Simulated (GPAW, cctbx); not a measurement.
# Ca4Mg2SnW: deformation density and structure factors from DFT

Aim: compute the bonding part of the density of Ca4Mg2SnW, find which reflections carry it, and see how it biases an ordinary refinement.

The cell comes from substitution in a known structure type and wasn't matched to any measured phase. All numbers below are calculated.

**1. Relax the structure**

The density hangs on the geometry, so cell and atoms are relaxed first, with the symmetry held. The cutoff is set higher than for the density because stress converges slowly with plane waves.

Settings: GPAW 26.7.0, PBE, 570 eV, 4×3×3 k-points (along the axes of the calculation cell), Fermi–Dirac width 0.1 eV, BFGS to 0.03 eV/Å.

```text
cell
1.0
    -5.729000000    0.000000000    0.000000000
     0.000000000   -6.670000000    0.000000000
     0.000000000    3.335000000    6.250000000
W Sn Ca Mg
1 1 4 2
Direct
0.500000000 0.668500000 0.337000000
0.500000000 0.166400000 0.332800000
0.000000000 0.814100000 0.156200000
0.000000000 0.342100000 0.156200000
0.500000000 0.670200000 0.842400000
0.500000000 0.172200000 0.842400000
0.000000000 0.828700000 0.657400000
0.000000000 0.339600000 0.679200000
```

```console
$ OMP_NUM_THREADS=1 mpirun -n 4 gpaw python run.py > gpaw.log
```

```text
BFGS:    0      -24.288667        0.818159
BFGS:    1      -24.332516        0.803095
BFGS:    2      -24.722634        0.585558
BFGS:    3      -24.796192        0.458765
...
BFGS:   33      -25.051669        0.036452
BFGS:   34      -25.052126        0.040908
BFGS:   35      -25.052515        0.029788
cell  5.2220 7.1268 6.8165  121.52 90.00 90.00
volume 216.259 A^3, largest force 0.026 eV/A, largest stress 0.15 GPa
```

After 35 steps the volume has changed by -9.4 % and the energy by -0.764 eV; the largest stress left is 0.15 GPa. It took 19 min on 4 cores of Arm Neoverse V1 (shared host), peak memory 1.9 GiB.

Relaxed structure: Amm2 (no. 38), a = 5.2220 Å, b = 7.1268 Å, c = 11.6219 Å, α = 90.00°, β = 90.00°, γ = 90.00°.

```csv
atom,mult.,x,y,z
W1,2,1/2,1/2,0.8248
Sn1,2,1/2,1/2,0.3356
Ca1,4,0,0.7420,0.9011
Ca2,4,1/2,0.7536,0.0938
Mg1,2,0,1/2,0.6810
Mg2,2,0,1/2,0.1673
```

**2. The all-electron density**

X-rays see the whole electron density, so the PAW density is rebuilt with its core regions. Subtracting spherical free atoms from the same code cancels the cores and leaves the deformation density Δρ, the part due to bonding.

Settings: PBE, 450 eV, 5×4×4 k-points (along the axes of the calculation cell), Fermi–Dirac width 0.1 eV; primitive cell of 8 atoms.

```console
$ OMP_NUM_THREADS=1 mpirun -n 4 gpaw python run.py > gpaw.log
```

```text
|iter:   1|       0s |  -24.132436 | +0.54 |       |
|iter:   2|       4s |  -24.837407 | -0.09 | -1.34 |
|iter:   3|       7s |  -24.926437 | -0.61 | -1.47 |
...
|iter:  14|      46s |  -24.816258c| -6.79 | -5.24c|
|iter:  15|      48s |  -24.816257c| -7.10 | -5.74c|
|iter:  16|      51s |  -24.816258c| -7.47c| -6.01c|
```

```text
grid (54, 70, 70)  electrons 228.000  moved by bonding 1.300 e
deformation density beyond 0.5 A of the nuclei: max 0.104, min -0.220 e/A^3
atom        x       y       z   Voronoi charge  moment
W 1    0.5000  0.6752  0.3248     -0.127       0.00
Sn2    0.5000  0.1644  0.8356     -0.174       0.00
Ca3    0.0000  0.8410  0.6431      0.024       0.00
Ca4    0.0000  0.3569  0.1590      0.024       0.00
Ca5    0.5000  0.6599  0.8474      0.034       0.00
Ca6    0.5000  0.1526  0.3401      0.034       0.00
Mg7    0.0000  0.8191  0.1809      0.045       0.00
Mg8    0.0000  0.3327  0.6673      0.141       0.00
mean inner potential of superposed free atoms 15.574 V
total magnetic moment 0.000 muB
```

Deformation density in a plane through the shortest contact of the Ca atom at the origin, in 0.01 e/Å³ (clipped at ±99); x from -1.6 to 4.7 Å, y from 2.4 down to -2.4 Å:

```text
  5   1  -1   1   2   1   3   4   .  -7   1   2   2   1   3   .
  0  -2  -1   0   1   1   1   5   1  -4   1   3   2   1   0   2
 -2  -3  -2  -1   0   1   1   2   2   2   3   3   2   1   0  -1
 -2  -2  -2  -1   0   0   1   2   3   3   2   1   0   0   0  -1
 -1  -2  -1   1   2   0   0   2   2   1  -1  -2  -3  -2   0   0
 -1  -1   2   4   .   3   0   0   0  -2  -2   .   0  -3  -1   0
 -1  -1   5   .   .  -1   0   0  -1  -3  -1   .   .  -3  -1   0
 -1  -1   2   5   .   3   0   0   0  -2  -2   .   0  -3  -1   0
 -1  -1  -1   2   2   0   0   0   1   0  -2  -3  -3  -2   0   0
  0  -1  -1   0  -1  -1   0   1   2   2   1   0   0   0   0   0
  0   0   1   1   0   0   1   1   2   2   2   2   1   0   0  -1
  1   1   2   1   1   1   1   1   1   1   2   2   1   0  -1  -1
  1   2   1   1   1   2   1   0   0   1   1   1   0  -1  -2  -1
```

Atoms in or within 0.15 Å of the plane: Ca (0.0, 0.0), Mg (3.1, 0.0) Å. Dots mark points within about 0.45 Å of a nucleus; large values next to them are atomic features.

Sn gains most (-0.17 e) and Mg loses most (+0.09 e), in averages over each element's sites, which isn't the order of electronegativity: valence and coordination count too, and Voronoi cells cut space at the midplane whatever the atoms' sizes. Along the shortest contact from the Ca atom at the map's origin, Ca–Mg at 3.09 Å, Δρ is 0.00 e/Å³ at the midpoint and highest, +0.03, 0.67 Å from Ca (points within 0.5 Å of a nucleus left out): little piles up between the atoms. At the midpoints of other shortest contacts it is +0.03 (W–Mg, 3.10 Å), +0.01 (W–Ca, 3.21 Å), +0.03 (Sn–Mg, 3.26 Å) and +0.01 (Sn–Ca, 3.28 Å) e/Å³. Point values carry grid noise of about 0.01 e/Å³. The run needed 16 iterations, 62 s.

**3. Structure factors**

The Fourier components of Δρ, added to those of the free atoms, give the static X-ray structure factors; the Mott–Bethe relation turns them into the Fourier components V of the potential that fast electrons feel.

```text
static structure factors of the conventional cell: F in electrons, V (Mott-Bethe) in volts
   h  k  l      d  |F| table  |F| free   |F| DFT   change   |V| free  |V| DFT  change %
   0  1  1  6.0755    52.619    52.573    52.946    0.374     0.538    0.392    -27.2
   0  0  2  5.8110   193.534   193.356   193.993    0.636     2.640    2.408     -8.8
   1  0  0  5.2220   191.176   191.000   191.699    0.699     2.601    2.399     -7.8
   1  1  1  3.9602    43.544    43.450    43.378   -0.072     0.303    0.301     -0.5
   1  0  2  3.8841   136.480   136.286   135.963   -0.322     1.097    1.065     -3.0
   0  2  0  3.5634   132.495   132.367   132.247   -0.120     0.554    0.570      2.9
   0  1  3  3.4036    52.049    51.975    51.805   -0.170     0.485    0.492      1.5
   0  2  2  3.0377   234.401   234.372   234.430    0.058     4.071    4.067     -0.1
   1  2  0  2.9434   176.597   176.513   176.608    0.095     2.127    2.119     -0.4
   0  0  4  2.9055   249.904   249.875   249.701   -0.175     4.740    4.749      0.2
   1  1  3  2.8514    46.649    46.556    46.328   -0.227     0.314    0.331      5.3
   1  2  2  2.6258   326.090   325.985   325.860   -0.125     6.267    6.277      0.2
   2  0  0  2.6110   359.540   359.416   358.750   -0.666     6.978    7.026      0.7
   1  0  4  2.5389   302.914   302.762   301.994   -0.768     5.458    5.510      0.9
```

The largest X-ray change is -0.77 e on 104, 0.3 % of |F|. For electrons V goes as (Z − F)/g², so a change of F counts against Z − F, which is small at low angle and wherever the atoms' terms cancel: |V| of 011 moves by -27.2 % (0.54 to 0.39 V) against +0.7 % in |F|. The last three rows still change by up to 0.77 e; the table stops while the angles are still low. The tabulated Hartree–Fock atoms differ from the free DFT atoms by up to 0.19 e, so the choice of reference atom matters too.

**4. The functional ladder**

The same geometry is run with other functionals, to see whether the bonding signal is larger than the spread between approximations. Free atoms are LDA for LDA and PBE otherwise. Any other changed setting is in the row's label.

| run | ΔF 100 (e) | ΔF 002 (e) | ΔF 011 (e) | q(Sn) (e) | moved (e) | time |
| --- | --- | --- | --- | --- | --- | --- |
| PBE | +0.699 | +0.636 | +0.374 | -0.174 | 1.300 | 62 s |
| LDA | +0.737 | +0.669 | +0.369 | -0.179 | 1.257 | 58 s |
| RPBE | +0.704 | +0.641 | +0.382 | -0.181 | 1.402 | 68 s |

At the base's settings ΔF(100) spans +0.699 to +0.737 e, a spread of 5 % of the PBE value; over the three listed reflections the spread is at most 5 %, so sign and size hold across the functionals. Times are from shared hosts.

**5. Refining ordinary atoms against data with bonding**

Routine crystallography fits spherical atoms. To see the bias, intensities are simulated from tabulated atoms plus the DFT change ΔF, so that bonding alone can misfit (9916 reflections of the full sphere, merged to the counts below, to 0.45 Å, 1.5 % proportional noise plus counting noise, assumed isotropic U as listed, Δρ smeared by the mean U) and refined with cctbx over different ranges.

| range | data | R1 | GooF | U W1 (true 0.0042) | U Sn1 (true 0.0049) | U Ca1 (true 0.0068) | U Ca2 (true 0.0068) | largest shift (Å) | Δρ max, min (e/Å³) |
| --- | --- | --- | --- | --- | --- | --- | --- | --- | --- |
| all data | 2764 | 0.0064 | 0.91 | 0.0042 | 0.0049 | 0.0068 | 0.0068 | 0.0010 | 0.44, -0.35 |
| low resolution, d > 0.84 | 465 | 0.0046 | 0.86 | 0.0042 | 0.0048 | 0.0069 | 0.0069 | 0.0021 | 0.21, -0.13 |
| high order, d < 0.75 | 2124 | 0.0074 | 0.93 | 0.0042 | 0.0049 | 0.0068 | 0.0068 | 0.0010 | 0.32, -0.33 |
| occupancies free, d > 0.7 | 786 | 0.0050 | 0.87 | 0.0042 | 0.0049 | 0.0068 | 0.0069 | 0.0015 | 0.24, -0.22 |

With all data GooF is 0.91, so at this noise the bonding hardly shows; the top residual peak lies 1.79 Å from Ca and 1.79 Å from Ca. No U is off by more than 3 s.u. at low resolution. With W1 held at 1 and the scale free, the other occupancies refine to Sn1 1.000(0.001), Ca1 1.000(0.003), Ca2 1.000(0.003) and Mg1 1.000(0.006), within three s.u. of full.

**6. Answer**

Bonding moves 1.30 e in the primitive cell of Ca4Mg2SnW and changes the structure factors of the conventional cell in the table above by at most 0.77 e (104, 0.3 %), and among reflections above 2 % of the strongest by up to 0.7 % (011). The shortest bond, Ca–Mg, has Δρ = 0.00 e/Å³ at its midpoint. At the base's settings ΔF(100) spans +0.699 to +0.737 e, a spread of 5 % of the PBE value; over the three listed reflections the spread is at most 5 %, so sign and size hold across the functionals. With all data GooF is 0.91, so at this noise the bonding hardly shows. Limits: static density, frozen cores, no spin–orbit coupling.

[Outputs are excerpts: Python notices, other lines and further rows are left out; steps that failed or that the build refused (PBEsol, TPSS) are not shown.]

[Logs are printed without paths, hosts, clocks, repeated set-up lines and the standing remarks that a program may print on its own settings, such as how far it seeks lower states.]
